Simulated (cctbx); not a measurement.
## Diagnosing a refinement

Cell a = 7.1616 Å, b = 7.2431 Å, c = 7.2840 Å, α = 60.30°, β = 61.32°, γ = 62.22°; space group P-1 (no. 2).

The data are simulated with cctbx, not measured: Mo Kα, λ = 0.71073 Å, to d = 0.75 Å, 70 % of the full sphere, strongest reflection 70000 counts, noise from counting, a 6 % proportional error and a noise floor of 2 counts (s.d.); no absorption, and some extinction, which the refinements don't model.

An anisotropic refinement with weights 1/σ² prints:

```text
Rint 0.035, 228 unique reflections to 1.31 A
cycle     R1     wR2    GooF  max shift (A)
   1  0.0247  0.0613   1.113   0.00628
   2  0.0203  0.0496   0.899   0.00010
final R1 0.0203 wR2 0.0496 GooF 0.899  parameters 84  data/parameter 2.7
atom        x        y        z      Ueq    occ   su(xyz)  su(Uiso or U11)
Nb1    0.00000  0.00000  0.00000   0.0130  1.000  0.00000  0.0011
V1     0.50000  0.00000  0.50000   0.0169  1.000  0.00000  0.0017
V2     0.00000  0.50000  0.50000   0.0201  1.000  0.00000  0.0017
V3     0.50000  0.50000  0.00000   0.0192  1.000  0.00000  0.0017
S1     0.75016  0.24668  0.76423   0.0212  1.000  0.00039  0.0019
S2     0.24592  0.73980  0.76332   0.0208  1.000  0.00037  0.0019
S3     0.76249  0.75051  0.25112   0.0225  1.000  0.00039  0.0019
S4     0.25204  0.26975  0.25774   0.0205  1.000  0.00038  0.0019
Li1    0.00000  0.50000  0.00000   0.0384  1.000  0.00000  0.0156
Li2    0.50000  0.00000  0.00000   0.0280  1.000  0.00000  0.0146  NPD
Li3    0.00000  0.00000  0.50000   0.0248  1.000  0.00000  0.0135  NPD
Li4    0.50000  0.50000  0.50000   0.0304  1.000  0.00000  0.0143
difference map: max 0.28 min -0.26 rms 0.09
Q1    0.1585  0.6310  0.0948    2    0.29  1.99 A from S2
Q2    0.1739  0.1100  0.6153    2    0.28  1.96 A from V1
Q3    0.0872  0.6372  0.6186    2    0.27  2.02 A from V2
Q4    0.0869  0.0913  0.1564    2    0.27  1.98 A from Nb1
Q5    0.3181  0.4112  0.3800    2    0.26  1.91 A from V2
Q6    0.0929  0.1891  0.0886    2    0.25  1.87 A from Li1
```

Q: Accept it or mend it, and why?

Mend it. The fault: data cut at low resolution. Against the right model at the same level, R1 goes from 0.0267 to 0.0203 and GooF from 0.92 to 0.90 and Li2 and Li3 go non-positive-definite. The atoms are right, but there are too few data for the parameters: R1 flatters and the s.u.s grow. Data per parameter fall from 14.6 to 2.7.

The compound is Li4NbV3S8. The right model at the same level gives:

```text
Rint 0.032, 1223 unique reflections to 0.75 A
cycle     R1     wR2    GooF  max shift (A)
   1  0.0270  0.0704   0.945   0.00068
   2  0.0267  0.0684   0.919   0.00000
final R1 0.0267 wR2 0.0684 GooF 0.919  parameters 84  data/parameter 14.6
atom        x        y        z      Ueq    occ   su(xyz)  su(Uiso or U11)
Nb1    0.00000  0.00000  0.00000   0.0144  1.000  0.00000  0.0002
V1     0.50000  0.00000  0.50000   0.0182  1.000  0.00000  0.0003
V2     0.00000  0.50000  0.50000   0.0214  1.000  0.00000  0.0003
V3     0.50000  0.50000  0.00000   0.0203  1.000  0.00000  0.0003
S1     0.75007  0.24747  0.76371   0.0226  1.000  0.00011  0.0003
S2     0.24588  0.74071  0.76269   0.0218  1.000  0.00011  0.0003
S3     0.76230  0.75132  0.25080   0.0230  1.000  0.00011  0.0003
S4     0.25238  0.27030  0.25717   0.0212  1.000  0.00011  0.0003
Li1    0.00000  0.50000  0.00000   0.0327  1.000  0.00000  0.0034
Li2    0.50000  0.00000  0.00000   0.0291  1.000  0.00000  0.0031
Li3    0.00000  0.00000  0.50000   0.0277  1.000  0.00000  0.0032
Li4    0.50000  0.50000  0.50000   0.0254  1.000  0.00000  0.0028
difference map: max 0.53 min -0.56 rms 0.16
Q1    0.1128  0.1674  0.1311    2    0.54  2.00 A from Li1
Q2    0.1204  0.6279  0.6219    2    0.54  2.16 A from V2
Q3    0.2370  0.6626  0.0012    2    0.51  1.52 A from S2
Q4    0.3327  0.4181  0.4120    2    0.51  1.99 A from Li4
Q5    0.0253  0.0958  0.2469    2    0.51  1.56 A from Li3
Q6    0.1305  0.8908  0.8753    2    0.49  1.24 A from Nb1
```

This is a model crystal, built by substitution and not relaxed, with assumed displacement parameters.

[Middle refinement cycles are left out of these outputs.]

[Logs are printed without paths, hosts, clocks, repeated set-up lines and the standing remarks that a program may print on its own settings, such as how far it seeks lower states.]
